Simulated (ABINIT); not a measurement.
**A GW chain in ABINIT: WS2 (Tungstenite)**

Wanted: ground state, empty states, screening and self-energy for WS2 (Tungstenite).

Main program and level: ABINIT 10.8.3; LDA and many-body steps on it, plane waves.

Report form: the programs' logs are mostly left out.

### Step 1. The starting structure

It takes space group R3m (No. 160, trigonal). Conventional cell: a = 3.158 Å, b = 3.158 Å, c = 18.490 Å, α = 90.00°, β = 90.00°, γ = 120.00°. Nearest to W lie 6 S at 2.39 to 2.42 Å. Nearest to S lie 3 W at 2.39 Å. S has 3 W at 2.42 Å nearest. Farther neighbours and most contacts between anions are not listed.

The cell and positions come from the Crystallography Open Database and are kept as given unless a step says otherwise. Spin-orbit coupling is left out unless a step names it.

### Step 2. Ground state

This step: ABINIT 10.8.3; DFT, LDA, plane waves, norm-conserving pseudopotentials.

The ground-state density comes first.

The input, run.abi:

```
acell 3*1.0 Angstrom
rprim 
  1.579000000014 0.911636075086 6.163333333296
  -1.579000000014 0.911636075086 6.163333333296
  0.000000000000 -1.823272150090 6.163333333308
ntypat 2
znucl 74 16
natom 3
typat 1 2 2
xred 
  0.000000000000 0.000000000000 0.000000000000
  0.249700000000 0.249700000000 0.249700000000
  0.419000000000 0.419000000000 0.419000000000
pp_dirpath "pseudos"
pseudos "W.upf, S.upf"
ecut 29
ngkpt 8 8 8
nshiftk 1
shiftk 0 0 0
kptopt 1
chksymbreak 0
nband 18
occopt 1
tolvrs 1e-10
nstep 60
prtwf 0
optforces 0
optstress 0
indata_prefix "in"
outdata_prefix "out"
tmpdata_prefix "tmp"
```

On the command line:

```sh
OMP_NUM_THREADS=1 mpirun -n 4 abinit run.abi > log
```

It took 85 s on 4 MPI ranks of Arm Neoverse V1, shared host; peak memory 0.49 GiB; 5.7 min of CPU time.

This step gave:

* total energy: -2670.5866 eV
* gap: 1.096 eV
* k of the valence top: 0.5, 0.5, 0.5
* k of the conduction bottom: -0.25, 0.125, 0
* least direct gap: 2.281 eV

The gap is indirect, with the least direct gap 1.19 eV higher.

### Step 3. Bands along the symmetry lines

The cheap functional maps the bands first; the places of the edges decide which points the dearer methods must see.

The input, run.abi:

```
acell 3*1.0 Angstrom
rprim 
  1.579000000014 0.911636075086 6.163333333296
  -1.579000000014 0.911636075086 6.163333333296
  0.000000000000 -1.823272150090 6.163333333308
ntypat 2
znucl 74 16
natom 3
typat 1 2 2
xred 
  0.000000000000 0.000000000000 0.000000000000
  0.249700000000 0.249700000000 0.249700000000
  0.419000000000 0.419000000000 0.419000000000
pp_dirpath "pseudos"
pseudos "W.upf, S.upf"
ecut 29
iscf -2
irdden 1
kptopt 0
nkpt 59
kpt 
  0.00000000 0.00000000 0.00000000
  -0.06250000 -0.06250000 -0.06250000
  -0.12500000 -0.12500000 -0.12500000
  -0.18750000 -0.18750000 -0.18750000
  -0.25000000 -0.25000000 -0.25000000
  -0.31250000 -0.31250000 -0.31250000
  -0.37500000 -0.37500000 -0.37500000
  -0.43750000 -0.43750000 -0.43750000
  -0.50000000 -0.50000000 -0.50000000
  -0.50000000 -0.46015652 -0.53984348
  -0.50000000 -0.42031304 -0.57968697
  -0.50000000 -0.38046955 -0.61953045
  -0.50000000 -0.34062607 -0.65937393
  -0.50000000 -0.30078259 -0.69921741
  -0.50000000 -0.26093911 -0.73906089
  -0.50000000 -0.22109562 -0.77890438
  -0.50000000 -0.18125214 -0.81874786
  -0.18125214 0.18125214 -0.50000000
  -0.15859562 0.15859562 -0.50000000
  -0.13593911 0.13593911 -0.50000000
  -0.11328259 0.11328259 -0.50000000
  -0.09062607 0.09062607 -0.50000000
  -0.06796955 0.06796955 -0.50000000
  -0.04531304 0.04531304 -0.50000000
  -0.02265652 0.02265652 -0.50000000
  0.00000000 0.00000000 -0.50000000
  0.00000000 0.00000000 -0.43750000
  0.00000000 0.00000000 -0.37500000
  0.00000000 0.00000000 -0.31250000
  0.00000000 0.00000000 -0.25000000
  0.00000000 0.00000000 -0.18750000
  0.00000000 0.00000000 -0.12500000
  0.00000000 0.00000000 -0.06250000
  0.00000000 0.00000000 0.00000000
  0.00000000 0.04257826 -0.04257826
  0.00000000 0.08515652 -0.08515652
  0.00000000 0.12773478 -0.12773478
  0.00000000 0.17031304 -0.17031304
  0.00000000 0.21289129 -0.21289129
  0.00000000 0.25546955 -0.25546955
  0.00000000 0.29804781 -0.29804781
  0.00000000 0.34062607 -0.34062607
  -0.34062607 0.00000000 -0.65937393
  -0.36054781 0.00000000 -0.63945219
  -0.38046955 0.00000000 -0.61953045
  -0.40039129 0.00000000 -0.59960871
  -0.42031304 0.00000000 -0.57968697
  -0.44023478 0.00000000 -0.55976522
  -0.46015652 0.00000000 -0.53984348
  -0.48007826 0.00000000 -0.51992174
  -0.50000000 0.00000000 -0.50000000
  -0.43750000 0.00000000 -0.43750000
  -0.37500000 0.00000000 -0.37500000
  -0.31250000 0.00000000 -0.31250000
  -0.25000000 0.00000000 -0.25000000
  -0.18750000 0.00000000 -0.18750000
  -0.12500000 0.00000000 -0.12500000
  -0.06250000 0.00000000 -0.06250000
  0.00000000 0.00000000 0.00000000
istwfk *1
nband 23
nbdbuf 5
tolwfr 1e-07
nstep 50
prtwf 0
prtvol 0
indata_prefix "in"
outdata_prefix "out"
tmpdata_prefix "tmp"
```

Wall time 33 s (4 MPI ranks); peak memory 0.36 GiB.

Numbers from this step:

```yaml
gap: 0.9412 eV
k_of_the_valence_top: -0.5, -0.5, -0.5
k_of_the_conduction_bottom: 0, 0.1703, -0.1703
least_direct_gap: 1.886 eV
```

The gap is 0.941 eV, −0.154 eV from the run before at this level.

The electronic bands at the labelled points (eV, zero at the top of the highest filled band):

| point | band 10 | band 11 | band 12 | band 13 | band 14 | band 15 | band 16 | band 17 |
| --- | --- | --- | --- | --- | --- | --- | --- | --- |
| Γ | -2.30 | -2.30 | -1.55 | -1.24 | 2.16 | 2.16 | 2.53 | 2.53 |
| halfway | -2.93 | -2.28 | -2.28 | -0.33 | 2.21 | 2.21 | 2.46 | 2.46 |
| T | -3.56 | -2.26 | -2.26 | 0.00 | 2.28 | 2.28 | 2.36 | 2.36 |
| halfway | -4.21 | -2.96 | -2.19 | -1.55 | 1.58 | 2.13 | 2.50 | 3.92 |
| H2 | -4.61 | -4.06 | -3.01 | -0.72 | 1.22 | 2.47 | 3.50 | 4.79 |
| jump to H0 | -4.61 | -4.06 | -3.01 | -0.72 | 1.22 | 2.47 | 3.50 | 4.79 |
| halfway | -4.07 | -3.49 | -2.75 | -1.15 | 1.80 | 2.72 | 2.93 | 4.30 |
| L | -4.17 | -2.55 | -1.79 | -1.72 | 2.25 | 2.54 | 3.54 | 3.83 |
| halfway | -3.42 | -2.62 | -1.91 | -1.62 | 1.30 | 1.99 | 2.82 | 3.36 |
| Γ | -2.30 | -2.30 | -1.55 | -1.24 | 2.16 | 2.16 | 2.53 | 2.53 |
| halfway | -3.94 | -2.93 | -1.78 | -1.57 | 0.94 | 2.12 | 2.60 | 4.01 |
| S0 | -4.62 | -3.99 | -3.05 | -0.70 | 1.19 | 2.47 | 3.45 | 4.84 |
| jump to S2 | -4.62 | -3.99 | -3.05 | -0.70 | 1.19 | 2.47 | 3.45 | 4.84 |
| halfway | -4.27 | -3.55 | -2.98 | -1.08 | 1.96 | 2.89 | 3.36 | 3.87 |
| F | -4.08 | -3.17 | -1.99 | -1.53 | 2.20 | 2.65 | 3.14 | 4.34 |
| halfway | -3.37 | -2.67 | -2.23 | -1.50 | 1.46 | 1.84 | 2.81 | 3.54 |
| Γ | -2.30 | -2.30 | -1.55 | -1.24 | 2.16 | 2.16 | 2.53 | 2.53 |

### Step 4. Empty states on the mesh, 4×4×4 mesh, 649 bands

The sums over transitions need many empty states on a uniform mesh; this step solves for them.

The input, run.abi:

```
acell 3*1.0 Angstrom
rprim 
  1.579000000014 0.911636075086 6.163333333296
  -1.579000000014 0.911636075086 6.163333333296
  0.000000000000 -1.823272150090 6.163333333308
ntypat 2
znucl 74 16
natom 3
typat 1 2 2
xred 
  0.000000000000 0.000000000000 0.000000000000
  0.249700000000 0.249700000000 0.249700000000
  0.419000000000 0.419000000000 0.419000000000
pp_dirpath "pseudos"
pseudos "W.upf, S.upf"
ecut 29
ngkpt 4 4 4
nshiftk 1
shiftk 0 0 0
kptopt 1
chksymbreak 0
irdden 1
istwfk *1
nband 649
prtvol 0
optdriver 6
gwr_task "HDIAGO"
paral_kgb 0
occopt 1
indata_prefix "in"
outdata_prefix "out"
tmpdata_prefix "tmp"
```

Elapsed: 97 s, on 4 MPI ranks; peak memory 1.9 GiB; 6.5 min of CPU time.

This step gave:

- gap: 1.296 eV
- k of the valence top: 0.5, 0.5, 0.5
- k of the conduction bottom: 0.25, 0, 0
- least direct gap: 2.281 eV
- k points computed: 13
- lowest point of the top converged band, above the valence top: 277.0759 eV

On this mesh the gap is 1.296 eV. The earlier step found 1.096 eV, so this mesh misses an edge.

### Step 5. Screening, 4×4×4 mesh, 445 bands, screening to 292.8 eV

The RPA dielectric matrix is built and inverted for each q.

This step: RPA screening on LDA, plane waves, norm-conserving pseudopotentials.

Changes to run.abi since step 4:

```diff
@@ -21,10 +21,11 @@
 chksymbreak 0
-irdden 1
 istwfk *1
-nband 649
-prtvol 0
-optdriver 6
-gwr_task "HDIAGO"
-paral_kgb 0
 occopt 1
+irdwfk 1
+optdriver 3
+nband 445
+ecuteps 10.76
+inclvkb 2
+awtr 1
+symchi 1
 indata_prefix "in"
```

Wall time 34 min (4 MPI ranks); peak memory 11 GiB; 2.3 h of CPU time.

Numbers from this step:

- ε∞ with local fields, on this mesh, along the program's q direction: 10.28
- the same without local fields: 12.00
- plasma frequency: 25.95 eV
- plane waves in the screening matrix: 611

Local fields lower ε∞ by 14 %.

### Step 6. Self-energy, 4×4×4 mesh, 445 bands, screening to 292.8 eV

The self-energy is evaluated for the states that the input lists, and the levels follow from it, in one-shot runs by the linearised quasiparticle equation.

This step: G0W0 on LDA, plane waves, norm-conserving pseudopotentials.

Changes to run.abi since step 5:

```diff
@@ -24,8 +24,23 @@
 irdwfk 1
-optdriver 3
+optdriver 4
 nband 445
+gwcalctyp 0
+ecutsigx 29
+symsigma 1
+nkptgw 5
+kptgw 
+  0.5000000000 0.5000000000 0.5000000000
+  0.2500000000 0.0000000000 0.0000000000
+  0.0000000000 0.0000000000 0.0000000000
+  0.5000000000 0.0000000000 0.0000000000
+  0.5000000000 0.5000000000 0.0000000000
+bdgw 
+  11 15
+  12 15
+  12 15
+  12 15
+  12 15
 ecuteps 10.76
-inclvkb 2
-awtr 1
-symchi 1
+irdscr 1
+ppmodel 1
 indata_prefix "in"
```

Run time: 16 min. Hardware: 4 MPI ranks; peak memory 12 GiB.

This step gave:

```
G0W0 gap on the mesh                         : 1.885 eV
starting gap on the mesh                     : 1.296 eV
k of the valence top                         : 0.5, 0.5, 0.5
k of the conduction bottom                   : 0.25, 0, 0
Z at the valence top                         : 0.781
Z at the conduction bottom                   : 0.79
least direct G0W0 gap on the computed points : 2.826 eV
```

The gap on the mesh goes from 1.30 eV to 1.88 eV, a correction of +0.59 eV. The start differs from the 1.10 eV found before because the two sample other k points.

Limits: finite bands, cutoff and mesh; no spin-orbit coupling. v1 is the top filled band, c1 the lowest empty one. The levels before and after the correction (eV, zero at the valence-band top of each column):

|  | conduction bottom | valence top |
| --- | --- | --- |
| Kohn-Sham | 1.30 | 0.00 |
| G0W0 | 1.89 | 0.00 |

|  | level | energy (eV) |
| --- | --- | --- |
| Kohn-Sham | (0.5 0.5 0.5) v3-v2 | -2.264 |
| Kohn-Sham | (0.5 0.5 0.5) v1 | 0.000 |
| Kohn-Sham | (0.5 0.5 0.5) c1-c2 | 2.281 |
| Kohn-Sham | (0.25 0 0) v2 | -1.913 |
| Kohn-Sham | (0.25 0 0) v1 | -1.615 |
| Kohn-Sham | (0.25 0 0) c1 | 1.296 |
| Kohn-Sham | (0.25 0 0) c2 | 1.993 |
| G0W0 | (0.5 0.5 0.5) v3-v2 | -2.437 |
| G0W0 | (0.5 0.5 0.5) v1 | 0.000 |
| G0W0 | (0.5 0.5 0.5) c1-c2 | 2.826 |
| G0W0 | (0.25 0 0) v2 | -2.330 |
| G0W0 | (0.25 0 0) v1 | -1.691 |
| G0W0 | (0.25 0 0) c1 | 1.885 |
| G0W0 | (0.25 0 0) c2 | 2.586 |

### Step 7. Where the time went

Times are wall times on 4 MPI ranks of Arm Neoverse V1, shared host, good to a factor of about two.

| step | time | share | memory (GiB) |
| --- | --- | --- | --- |
| ground state | 85 s | 3 % | 0.49 |
| bands along the symmetry lines | 33 s | 1 % | 0.36 |
| empty states on the mesh | 97 s | 3 % | 1.9 |
| screening | 34 min | 63 % | 11 |
| self-energy | 16 min | 30 % | 12 |

### Step 8. Summary of results

```json
{"LDA gap": "0.94 eV, indirect", "G0W0 gap on the mesh": "1.88 eV", "G0W0 gap over the zone (rigid shift)": "1.53 eV", "GW settings": "4×4×4 mesh, 445 bands, screening to 292.8 eV, Godby-Needs plasmon pole", "known limits": "not at the basis limit; no spin-orbit coupling"}
```

**Reading.** G0W0 moves the gap on the mesh from 1.30 eV to 1.88 eV (+0.59 eV), with Z of 0.78 and 0.79 at the edges. The mesh misses the band edges by 0.35 eV in all; a rigid shift gives 1.53 eV for the zone. Local fields lower the RPA ε∞ on this mesh from 12.00 to 10.28. The dearest step here is «screening». Bands and cutoff are finite, so the gap is not at the basis limit. The miss can reach some tenths of an eV and take either sign; the mesh is an error of its own. A denser mesh or path gives a starting gap of 0.94 eV: the GW mesh misses a band edge, so its gaps are not the fundamental one. The many-body steps are scalar-relativistic: spin-orbit coupling is not in them.

[Paths, hosts, dates, memory and timing lines, banners, echoed tables and standing remarks are left out of the program output.]

[Logs are printed without paths, hosts, clocks, repeated set-up lines and the standing remarks that a program may print on its own settings, such as how far it seeks lower states.]

[Runs of the session that timed out or met a known fault of the program may be left out.]

[Hosts, paths, dates, database ids (printed as entryN), source tags and the programs' standing remarks are cut or masked in the printed files.]

[G0W0 gaps are taken among the corrected bands and points alone; a level outside them can change the order at an edge.]

[Where Ansatz stands beside ABINIT at settings called matched, ABINIT's density can come from a denser mesh and the files from another edition; pairs whose starting gaps differed by over 0.03 eV were left out, so agreement reads better than it is.]
